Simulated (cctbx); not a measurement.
# Symmetry from intensities

Cell: a = 7.1990 Å, b = 7.1990 Å, c = 3.7940 Å, α = 90.00°, β = 90.00°, γ = 120.00°. Expected content of the cell: Ce3 Cu1 V3 Li2.

Simulated single-crystal data (cctbx): Mo Kα, λ = 0.71073 Å, to d = 0.65 Å, 70 % of the full sphere, strongest reflection 40000 counts, noise from counting, a 2 % proportional error and a noise floor of 2 counts (s.d.); no absorption.

Tests on the unmerged data give:

```text
1764 reflections to d = 0.651 A
centring   violations  <I/sigma> of those
    A        881 of   898     26.5
    B        843 of   862     26.2
    C        842 of   846     26.5
    I        867 of   884     26.3
    R       1172 of  1181     26.4
    F       1283 of  1303     26.4
Laue class    unique    Rint  (classes that these axes allow; Friedel mates merged)
P -1             1162   0.020
P 1 1 2/m         707   0.021
P -3              433   0.022
P -3 1 m          246   0.023
P -3 m 1          262   0.023
P 6/m             247   0.023
P 6/m m m         161   0.024
space group    extra absences  I>4sigma  <I/sigma>
P 6 2 2                 0          0         -  acentric
P 6 m m                 0          0         -  acentric
P -6 m 2                0          0         -  acentric
P -6 2 m                0          0         -  acentric
P 6/m m m               0          0         -  centric
Wilson B = 1.28 A^2   <|E^2-1|> = 0.607 (0.968 centric, 0.736 acentric)   E^2>4: 0.0 %
shell (A)         n   <I/sigma>
 6.23 - 1.30     27     87.2
 1.30 - 1.03     22     89.9
 1.03 - 0.90     19     80.4
 0.90 - 0.82     20     84.6
 0.82 - 0.76     18     70.9
 0.76 - 0.72     21     76.4
 0.72 - 0.68     18     66.3
 0.68 - 0.65     16     62.4
```

**Question.** What are the lattice type, the Laue class and the likely space group?

Every centring test has many violations, so the lattice is primitive.

Rint stays low (0.020 to 0.024) up to P 6/m m m, the highest class in these axes.

5 settings pass the absence test. No glide or screw absences show, which leaves P 6 2 2, P 6 m m, P -6 m 2, P -6 2 m and P 6/m m m.

⟨|E²−1|⟩ = 0.607 leans to a non-centrosymmetric structure, or to twinning, which lowers it. The Wilson B of 1.28 Å² means U ≈ 0.0162 Å².

The true group is P-62m (no. 189), Laue class 6/mmm, non-centrosymmetric. The tables only narrow the choice to the tied entries; cell content, site symmetry and trial solutions must settle it.

The model is made up (kin elements in a known structure type, no relaxation), so it says nothing on whether the phase exists.

[Logs are printed without paths, hosts, clocks, repeated set-up lines and the standing remarks that a program may print on its own settings, such as how far it seeks lower states.]
